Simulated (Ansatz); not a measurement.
# What NbB3 (built on the TaGa3 structure) distorts into, part 2 of 2

Aim: this structure of NbB3 (built on the TaGa3 structure) is to be tested for unstable modes, and one is followed downhill.

Ansatz 0.2.0; DFT PBE+D3(BJ), scalar-relativistic, plane waves, PAW.

So far, highest frequency on path, mesh or solved points (cm⁻¹): step 2 (the dispersion) 724. Also lowest frequency on the path (cm⁻¹): step 2 -461.

The structure was built from a prototype and need not be the compound's stable phase.

### 6. Relaxation from the frozen mode

Starting from the lowest point found, all atoms and the cell are let go, so that strain and other modes of the same symmetry can join in.

input.yaml reads:

```yaml
crystal:
  lattice:
    - [-1.5605918717, 1.5605918717, 3.6826816775]
    - [1.5605918717, -1.5605918717, 3.6826816775]
    - [1.5605918717, 1.5605918717, -3.6826816775]
  atoms:
    - { symbol: Nb, position: [-0.0069070879, -0.0069070879, 0.0] }
    - { symbol: B, position: [0.5814623761, 0.5814623761, 0.0] }
    - { symbol: B, position: [0.7389502395, 0.2389502395, 0.5] }
    - { symbol: B, position: [0.2389502395, 0.7389502395, 0.5] }
kpoints:
  mp_grid: { grid: [20, 20, 20] }
hamiltonian:
  xc: pbe
  dispersion: d3bj
scf:
  occupations: { method: methfessel_paxton, width: 0.2 }
output:
  forces: true
  stress: true
  eigenvalues: true
relax:
  adjacent_minimum: "off"
  f_tol: 0.002
  max_steps: 120
  cell: { stress_tol: 0.03 }
```

On the command line:

```bash
$ ansatz run input.yaml --threads 8 --pin off --max-ram 14336MiB --backend cpu --events-out ev --progress --plain --runs-dir out
```

The log of the run:

```text
[...]
Crystal: 4 atoms, lattice volume = 35.876 Å³
Basis set: ecut = 420 eV, 713 PW (Γ), exchange–correlation on 60×60×60 points (8 copies of the dense FFT grid, shifted against one another)
Bands: 15, of which v1, the nominal top of the filled ones, is band 11 counted from 1 (10 counted from 0)
Symmetry: 8 space group operations
[...]
k-points: 641 of 8000 (time reversal used)
[...]
SCF iter   1: F=—  HF=-5021.381548 eV  |F-HF|=—  |Δ(HF+E_count)|=         —  Δρ=8.24e-3  dr2=4.40e-2  ethr=1.77e-3  ⟨swp⟩=5.0  Hψ=49230  notcnv=0
[...]
SCF iter   6: F=-5021.371179 eV  HF=-5021.371179 eV  |F-HF|=9.57e-9  |Δ(HF+E_count)|=   9.78e-8  S|Δr|=    0.00e0  Δρ=8.87e-6  dr2=3.45e-8  ethr=4.55e-10  ⟨swp⟩=5.6  Hψ=43888  notcnv=0
SCF 1 converged in 6 iterations: F = -5021.371179 eV  dr2 = 3.45e-8
[...]
relax step   1: F+E_penalty+E_count = -5021.37117941 eV  Δ(F+E_penalty+E_count) = +0.000e0 eV  max|allowed force component| = 2.422e0 eV/Å  Δτ_max = 0.0000 Å  P = -7.246 GPa  Ω = 35.876 Å³  (6 SCF iters, dr2 threshold 1.00e-7 eV, accepted)
Crystal: 4 atoms, lattice volume = 35.226 Å³
Basis set: ecut = 420 eV, 673 PW (Γ), exchange–correlation on 60×60×60 points (8 copies of the dense FFT grid, shifted against one another)
[...]
SCF iter   6: F=-5021.854213 eV  HF=-5021.854213 eV  |F-HF|=1.68e-8  |Δ(HF+E_count)|=   6.92e-8  S|Δr|=    0.00e0  Δρ=1.09e-5  dr2=4.59e-8  ethr=1.82e-9  ⟨swp⟩=5.3  Hψ=43011  notcnv=0
SCF 2 converged in 6 iterations: F = -5021.854213 eV  dr2 = 4.59e-8
relax step   2: F+E_penalty+E_count = -5021.85421284 eV  Δ(F+E_penalty+E_count) = -4.830e-1 eV  max|allowed force component| = 1.761e0 eV/Å  Δτ_max = 0.1045 Å  P = -5.687 GPa  Ω = 35.226 Å³  energy of the carried Pulay correction = +7.978e-4 eV  (6 SCF iters, dr2 threshold 4.00e-7 eV, accepted)
Crystal: 4 atoms, lattice volume = 33.627 Å³
Basis set: ecut = 420 eV, 633 PW (Γ), exchange–correlation on 60×60×60 points (8 copies of the dense FFT grid, shifted against one another)
SCF iter   1: F=—  HF=-5022.173839 eV  |F-HF|=—  |Δ(HF+E_count)|=         —  Δρ=3.45e-2  dr2=8.28e-1  ethr=3.10e-3  ⟨swp⟩=5.7  Hψ=56461  notcnv=0
[...]
SCF iter   6: F=-5021.967859 eV  HF=-5021.967859 eV  |F-HF|=3.05e-8  |Δ(HF+E_count)|=   1.06e-6  S|Δr|=    0.00e0  Δρ=2.75e-5  dr2=2.52e-7  ethr=1.82e-9  ⟨swp⟩=4.7  Hψ=53889  notcnv=0
SCF 3 converged in 6 iterations: F = -5021.967859 eV  dr2 = 2.52e-7
relax step   3: F+E_penalty+E_count = -5021.96785876 eV  Δ(F+E_penalty+E_count) = -1.136e-1 eV  max|allowed force component| = 7.594e-1 eV/Å  Δτ_max = 0.1711 Å  P = +8.407 GPa  Ω = 33.627 Å³  energy of the carried Pulay correction = +2.826e-3 eV  (6 SCF iters, dr2 threshold 4.00e-7 eV, accepted)
[...]
relax step   4: F+E_penalty+E_count = -5022.03829988 eV  Δ(F+E_penalty+E_count) = -7.044e-2 eV  max|allowed force component| = 1.058e-1 eV/Å  Δτ_max = 0.0439 Å  P = -1.498 GPa  Ω = 34.724 Å³  energy of the carried Pulay correction = +1.425e-3 eV  (6 SCF iters, dr2 threshold 4.00e-7 eV, accepted)
[...]
relax step   5: F+E_penalty+E_count = -5022.04061553 eV  Δ(F+E_penalty+E_count) = -2.316e-3 eV  max|allowed force component| = 4.399e-2 eV/Å  Δτ_max = 0.0040 Å  P = +0.497 GPa  Ω = 34.501 Å³  energy of the carried Pulay correction = +1.706e-3 eV  (5 SCF iters, dr2 threshold 4.00e-7 eV, accepted)
[...]
relax step   6: F+E_penalty+E_count = -5022.04071384 eV  Δ(F+E_penalty+E_count) = -9.830e-5 eV  max|allowed force component| = 1.719e-2 eV/Å  Δτ_max = 0.0041 Å  P = -0.040 GPa  Ω = 34.577 Å³  energy of the carried Pulay correction = +1.610e-3 eV  (4 SCF iters, dr2 threshold 4.00e-7 eV, accepted)
[...]
relax step   7: F+E_penalty+E_count = -5022.04074138 eV  Δ(F+E_penalty+E_count) = -2.754e-5 eV  max|allowed force component| = 5.064e-4 eV/Å  Δτ_max = 0.0007 Å  P = +0.004 GPa  Ω = 34.569 Å³  energy of the carried Pulay correction = +1.620e-3 eV  (4 SCF iters, dr2 threshold 1.85e-8 eV, accepted)
[...]
relax step   8: F+E_penalty+E_count = -5022.03988041 eV  Δ(F+E_penalty+E_count) = +8.610e-4 eV  max|allowed force component| = 1.348e-3 eV/Å  Δτ_max = 0.0000 Å  P = -0.006 GPa  Ω = 34.569 Å³  stress off target by 1.02e-1 GPa  SCF on the basis re-selected at this cell (its energy is not comparable with the rows above)  (5 SCF iters)
[...]
relax step   9: F+E_penalty+E_count = -5022.03988983 eV  Δ(F+E_penalty+E_count) = -9.417e-6 eV  max|allowed force component| = 4.012e-4 eV/Å  Δτ_max = 0.0002 Å  P = -0.008 GPa  Ω = 34.568 Å³  energy of the carried Pulay correction = +1.630e-6 eV  (4 SCF iters, dr2 threshold 2.58e-8 eV, accepted)
[...]
SCF iter   4: F=-5022.039887 eV  HF=-5022.039887 eV  |F-HF|=0.00e0  |Δ(HF+E_count)|=  5.46e-12  S|Δr|=    0.00e0  Δρ=7.00e-8  dr2=1.87e-12  ethr=1.00e-12  ⟨swp⟩=5.7  Hψ=41566  notcnv=0
SCF 10 converged in 4 iterations: F = -5022.039887 eV  dr2 = 1.87e-12
relax step  10: F+E_penalty+E_count = -5022.03988713 eV  Δ(F+E_penalty+E_count) = +2.694e-6 eV  max|allowed force component| = 4.188e-4 eV/Å  Δτ_max = 0.0000 Å  P = -0.008 GPa  Ω = 34.568 Å³  stress off target by 1.25e-2 GPa  SCF on the basis re-selected at this cell (its energy is not comparable with the rows above)  (4 SCF iters)
[...]
SCF converged after 4 iterations
[...]
Free energy (F): -5022.039887 eV
[...]
Internal energy: -5022.039415 eV  (E = F + TS)
E sigma→0 (E₀):  -5022.039769 eV
Entropy (-TS):   -0.000473 eV (-0.118 meV/atom)
Fermi energy:    16.871698 eV
[...]
--- Forces (eV/Å), atoms counted from 1 ---
  atom   1  Nb     0.00000000     0.00000000     0.00041876
  atom   2  B      0.00000000    -0.00000000     0.00014931
  atom   3  B      0.00000000     0.00000000    -0.00028410
  atom   4  B     -0.00000000     0.00000000    -0.00028410
  max |Σ_I F_I| component: 1.24e-7 eV/Å
--- Stress (GPa, compression-positive) ---
       -0.012462       0.000000      -0.000000
        0.000000      -0.012462       0.000000
       -0.000000       0.000000       0.000083
  P = ⅓ Tr σ = -0.0083 GPa (-0.083 kbar)
--- Band table (eV; the first three rows and the last of 641) ---
  k-point 0: bands = [... 7 lower, 10.6610, 12.2009, 12.6142, 17.6466, 19.1751, 20.1093, 20.3725, 20.3725]
  k-point 1: bands = [... 7 lower, 10.6526, 12.3424, 12.7038, 17.8792, 18.6161, 19.8087, 20.3807, 20.7758]
  k-point 2: bands = [... 7 lower, 10.8373, 12.6074, 12.9111, 17.5487, 18.5283, 19.4905, 20.3926, 21.2494]
  k-point 640: bands = [... 7 lower, 11.7226, 12.4059, 14.1840, 16.7965, 16.7965, 19.1028, 19.2157, 19.2879]
--- Relaxed structure (8 steps of the walk, 8 accepted, 2 SCFs on fresh bases) ---
  F+E_penalty+E_count = -5022.03988713 eV   max|allowed force component| = 4.188e-4 eV/Å   (the final SCF, on the basis selected at the relaxed cell)
  cell:  # Å, volume = 34.5680 Å³
    - [-1.506143, 1.506143, 3.809616]
    - [1.506143, -1.506143, 3.809616]
    - [1.506143, 1.506143, -3.809616]
  atoms:
    - { symbol: Nb, position: [-0.027625, -0.027625, -9.754759e-18] }
    - { symbol: B, position: [0.613621, 0.613621, 2.043295e-17] }
    - { symbol: B, position: [0.733230, 0.233230, 0.500000] }
    - { symbol: B, position: [0.233230, 0.733230, 0.500000] }
```

The job ended after 35 s (8 threads of Intel Xeon Platinum 8488C (Sapphire Rapids), shared host; peak memory 0.87 GiB).

The steps of the relaxation:

| step | energy less that of the first step (eV) | largest force component (eV/Å) | pressure (GPa) | volume (Å³) |
| --- | --- | --- | --- | --- |
| 1 | 0.0000 | 2.4218 | -7.25 | 35.88 |
| 2 | -0.4830 | 1.7609 | -5.69 | 35.23 |
| 3 | -0.5967 | 0.7594 | 8.41 | 33.63 |
| 4 | -0.6671 | 0.1058 | -1.50 | 34.72 |
| 5 | -0.6694 | 0.0440 | 0.50 | 34.50 |
| 6 | -0.6695 | 0.0172 | -0.04 | 34.58 |
| 7 | -0.6696 | 0.0005 | 0.00 | 34.57 |
| 8* | -0.6687 | 0.0013 | -0.01 | 34.57 |
| 9 | -0.6687 | 0.0004 | -0.01 | 34.57 |
| 10* | -0.6687 | 0.0004 | -0.01 | 34.57 |

Relaxation steps marked * repeat the geometry before them on a plane-wave basis chosen anew for their cell, so energy and pressure can jump there.

The run keeps the 8 symmetry operations that the program found, so distortions that break them were not tested.

| conventional cell, symmetrised | before | after | change |
| --- | --- | --- | --- |
| a (Å) | 3.121 | 3.012 | -3.5 % |
| b (Å) | 3.121 | 3.012 | -3.5 % |
| c (Å) | 7.365 | 7.619 | +3.4 % |
| volume (Å³/atom) | 8.97 | 8.64 | -3.6 % |

The atoms that moved most (Å, as changes of fractional coordinates times the final cell):

| atom | dx | dy | dz | length |
| --- | --- | --- | --- | --- |
| B2 | 0.000 | 0.000 | 0.245 | 0.245 |
| Nb1 | 0.000 | 0.000 | -0.158 | 0.158 |
| B4 | 0.000 | 0.000 | -0.044 | 0.044 |
| B3 | 0.000 | 0.000 | -0.044 | 0.044 |

The relaxed structure:

```cif
data_structure
_symmetry_space_group_name_H-M 'P 1'
_symmetry_Int_Tables_number 1
_cell_length_a 4.3646
_cell_length_b 4.3646
_cell_length_c 4.3646
_cell_angle_alpha 139.627
_cell_angle_beta 139.627
_cell_angle_gamma 58.420
_cell_volume 34.57
loop_
_atom_site_label
_atom_site_type_symbol
_atom_site_fract_x
_atom_site_fract_y
_atom_site_fract_z
_atom_site_occupancy
Nb1 Nb 0.97238 0.97238 0.00000 1
B2 B 0.61362 0.61362 0.00000 1
B3 B 0.73323 0.23323 0.50000 1
B4 B 0.23323 0.73323 0.50000 1
```

This step gave:

```yaml
pressure: -0.008280 GPa
volume_per_atom: 8.642 Å³
```

The distorted start has space group I4mm; the relaxation ends in I4mm.

### 7. The new phase in its own primitive cell

The relaxed structure is symmetrised, reduced to its primitive cell and relaxed tightly, as its phonons need.

input.yaml, the sections that differ from step 6:

```yaml
crystal:
  lattice:
    - [-1.506143427, 1.506143427, 3.8096156125]
    - [1.506143427, -1.506143427, 3.8096156125]
    - [1.506143427, 1.506143427, -3.8096156125]
  atoms:
    - { symbol: Nb, position: [0.9723753313, 0.9723753313, 0.0] }
    - { symbol: B, position: [0.6136210315, 0.6136210315, 0.0] }
    - { symbol: B, position: [0.7332297022, 0.2332297022, 0.5] }
    - { symbol: B, position: [0.2332297022, 0.7332297022, 0.5] }
relax:
  adjacent_minimum: "off"
  f_tol: 0.001
  max_steps: 60
  cell: { stress_tol: 0.01 }
# kpoints, hamiltonian, scf, output: as in step 6
```

The log of the run:

```text
[...]
--- Relaxed structure (2 steps of the walk, 2 accepted, 1 SCFs on fresh bases) ---
[...]
cell:  # Å, volume = 34.5671 Å³
    - [-1.506113, 1.506113, 3.809677]
    - [1.506113, -1.506113, 3.809677]
    - [1.506113, 1.506113, -3.809677]
  atoms:
    - { symbol: Nb, position: [0.972376, 0.972376, 0] }
    - { symbol: B, position: [0.613621, 0.613621, 0] }
    - { symbol: B, position: [0.733230, 0.233230, 0.500000] }
    - { symbol: B, position: [0.233230, 0.733230, 0.500000] }
[key lines of the parts left out:]
SCF converged after 4 iterations
Free energy (F): -5022.039886 eV
Fermi energy:    16.872162 eV
P = ⅓ Tr σ = -0.0021 GPa (-0.021 kbar)
```

Run time: 9.3 s. Hardware: 8 threads; peak memory 0.85 GiB.

Little changed from the start: no atom moved by 0.005 Å and no cell edge by 0.1 %.

Read from the output:

```
pressure : -0.002132 GPa
```

The largest force component left is 0.24 meV/Å and the pressure is -0.002 GPa, within the tolerances set. The cell now holds 8.64 Å³/atom.

### 8. Modes of the new phase

A relaxed structure may still be a saddle point, so its zone-centre modes are computed. No field response is asked, since the mesh shows no gap.

input.yaml, the sections that differ from step 7:

```yaml
crystal:
  lattice:
    - [-1.5061130502, 1.5061130502, 3.809677388]
    - [1.5061130502, -1.5061130502, 3.809677388]
    - [1.5061130502, 1.5061130502, -3.809677388]
  atoms:
    - { symbol: Nb, position: [0.9723759528, 0.9723759528, 0.0] }
    - { symbol: B, position: [0.613620689, 0.613620689, 0.0] }
    - { symbol: B, position: [0.7332295627, 0.2332295627, 0.5] }
    - { symbol: B, position: [0.2332295627, 0.7332295627, 0.5] }
output:
  eigenvalues: true
phonons:
  method: dfpt
# kpoints, hamiltonian, scf: as in step 7
# relax: removed
```

The log of the run:

```text
zone centre: on kpoints.mp_grid the ground state, and the responses unless they are solved on pairs of k-points, stand on 1166 of the mesh's 8000 k-points, reduced under 4 symmetry operations, with k and −k counted as one. Each operation leaves every solved displacement unchanged or reverses it
[...]
Crystal: 4 atoms, lattice volume = 34.567 Å³
Basis set: ecut = 420 eV, 657 PW (Γ), exchange–correlation on 60×60×60 points (8 copies of the dense FFT grid, shifted against one another)
Bands: 15, of which v1, the nominal top of the filled ones, is band 11 counted from 1 (10 counted from 0)
Symmetry: 8 space group operations
k-points: 1166 of 8000 (irreducible under 4 space group operations, time reversal used)
[...]
SCF iter   1: F=—  HF=-5022.051416 eV  |F-HF|=—  |Δ(HF+E_count)|=         —  Δρ=9.78e-3  dr2=5.38e-2  ethr=1.77e-3  ⟨swp⟩=5.0  Hψ=90222  notcnv=0
[...]
SCF iter   9: F=-5022.039886 eV  HF=-5022.039886 eV  |F-HF|=0.00e0  |Δ(HF+E_count)|=  6.37e-12  S|Δr|=    0.00e0  Δρ=3.98e-8  dr2=5.72e-13  ethr=1.00e-12  ⟨swp⟩=5.5  Hψ=71020  notcnv=0
SCF 1 converged in 9 iterations: F = -5022.039886 eV  dr2 = 5.72e-13
[...]
DFPT response loops at Γ: preconditioner auto → Kerker (q_TF=auto, 2.530 Å⁻¹) (partly filled bands, converged f_vac=0.000); β = 1.00, the filter's whole step (`scf.mixing.beta` (0.50) is not read by the response loops under this deck's `scf.mixing.preconditioner`; to damp them name `kerker` or `kerker_dos`, under which they read `scf.mixing.beta`, and type it under 1.00, their step now; both keys bind the ground state too); Broyden in place of MSR1
SCF converged after 9 iterations
[...]
Free energy (F): -5022.039886 eV
[...]
Internal energy: -5022.039414 eV  (E = F + TS)
E sigma→0 (E₀):  -5022.039768 eV
Entropy (-TS):   -0.000472 eV (-0.118 meV/atom)
Fermi energy:    16.872162 eV
[...]
--- Band table (eV; the first three rows and the last of 1166) ---
  k-point 0: bands = [... 7 lower, 10.6615, 12.2010, 12.6146, 17.6475, 19.1758, 20.1098, 20.3732, 20.3732]
  k-point 1: bands = [... 7 lower, 10.6528, 12.3426, 12.7043, 17.8801, 18.6168, 19.8091, 20.3814, 20.7765]
  k-point 2: bands = [... 7 lower, 10.8375, 12.6075, 12.9116, 17.5493, 18.5292, 19.4909, 20.3932, 21.2501]
  k-point 1165: bands = [... 7 lower, 11.7231, 12.4065, 14.1841, 16.7970, 16.7970, 19.1031, 19.2163, 19.2886]
--- Phonons (Γ-DFPT): 7 representative perturbations + reference, on 1166 of 8000 k-points (Σ response iterations 21) ---
  k mesh reduced under 4 symmetry operations, with k and −k counted as one. Each operation leaves every solved displacement unchanged or reverses it
  ASR residual: 1.215e-5 → 0.000e0 eV/Å²; symmetrization residual: 1.662e-6 eV/Å²
[...]
ASR residual per site (eV/Å²): 1.22e-5 1.45e-6 9.32e-6 9.32e-6
[...]
non-analytic LO–TO correction: not included (Born effective charges unavailable; polar crystals: no LO–TO splitting at Γ)
```

Run time: 67 s. Hardware: 8 threads; peak memory 2.3 GiB.

This step gave:

```yaml
sum_rule_residual_before_enforcement: 1.22e-5 eV/Å²
point_group: 4mm
highest_optical_mode_at_the_zone_centre_no_lo_to_term: 821 cm⁻¹
lowest_optical_zone_centre_mode: -377.4 cm⁻¹
```

Patterns of degenerate modes are one choice out of their space. The modes at Γ (shares of kinetic energy by element, %) (negative means imaginary):

| mode | frequency (cm⁻¹) | symmetry | Nb % | B % |
| --- | --- | --- | --- | --- |
| 1 | -377.4 | E | 0 | 100 |
| 2 | -377.4 | E | 0 | 100 |
| 3 | 0.0 | acoustic | 74 | 26 |
| 4 | 0.0 | acoustic | 74 | 26 |
| 5 | 0.0 | acoustic | 74 | 26 |
| 6 | 390.4 | E | 25 | 75 |
| 7 | 390.4 | E | 25 | 75 |
| 8 | 439.5 | A1 | 23 | 77 |
| 9 | 619.4 | B1 | 0 | 100 |
| 10 | 674.2 | A1 | 3 | 97 |
| 11 | 821.0 | E | 0 | 100 |
| 12 | 821.0 | E | 0 | 100 |

Displacements in mode 2 (-377.4 cm⁻¹), the largest set to 1:
```
Nb1  0.00 -0.02  0.00
B2   0.00 -0.37  0.00
B3   0.00  1.00  0.00
B4   0.00 -0.41  0.00
```

Displacements in mode 8 (439.5 cm⁻¹), the largest set to 1:
```
Nb1  0.00  0.00 -0.22
B2   0.00  0.00  1.00
B3   0.00  0.00  0.44
B4   0.00  0.00  0.44
```

Before it was imposed, the acoustic sum rule was missed by 1.2e-5 eV/Å². Small misses are needed for a sound result but don't prove that mesh and cutoff are converged. The lowest optical mode is imaginary, 377.4i cm⁻¹, so the energy falls along it.

### 9. What came out

* unstable mode of the parent: q = (0, 0, 0), 462i cm⁻¹
* depth at the lowest point sampled: 299 meV/atom
* largest atomic shift at that point: 0.6 Å
* space group reached: I4mm
* energy gained over the parent (first relaxation, on the mesh of the frozen mode): 467 meV/atom
* volume per atom, phase reached: 8.64 Å³
* lowest optical zone-centre mode, phase reached: -377 cm⁻¹
* highest optical mode at the zone centre (no LO-TO term), phase reached: 821 cm⁻¹

What this shows: Along this mode the structure falls into I4mm, 467 meV/atom below the parent. At the parent's cell the well is 299.5 meV/atom deep on the steps tried, with its lowest point at a shift of 0.6 Å. That is the last step tried, so the steps alone don't bracket the bottom of the well. Relaxing atoms and cell changes the gain by +167.08 meV/atom against the lowest step (energies at zero smearing). The new phase still has an imaginary mode at the zone centre of its cell, so it is a saddle point on the way to a lower structure. Of the 2 patterns followed from this parent, this one ends 84.5 meV/atom above the lowest, Cmcm. Each path keeps the symmetry of its pattern, so a lower phase may lie along a pattern not tried. The q mesh stands for a supercell only 6.2 Å across, so branches between the solved wavevectors are rough. With no gap, or one that is small against the smearing, the frequencies hang on the k mesh and the smearing, most of all near Kohn anomalies. A phonon run warned that its eigensolver left some bands unconverged in a pass. In the phonons the program holds the C6 weights of the dispersion term fixed, leaving out their change with coordination. The starting cell was built on a prototype and not taken from a measurement, so the phase need not exist.

[Long decimals in the printed logs are rounded to 6 places.]

[Logs are printed without paths, hosts, clocks, repeated set-up lines and the standing remarks that a program may print on its own settings, such as how far it seeks lower states.]

[Hosts, paths, dates, database ids (printed as entryN), source tags and the programs' standing remarks are cut or masked in the printed files.]

[Where the starting crystal was built by hand or by swapping elements, it need not be the compound's stable phase.]
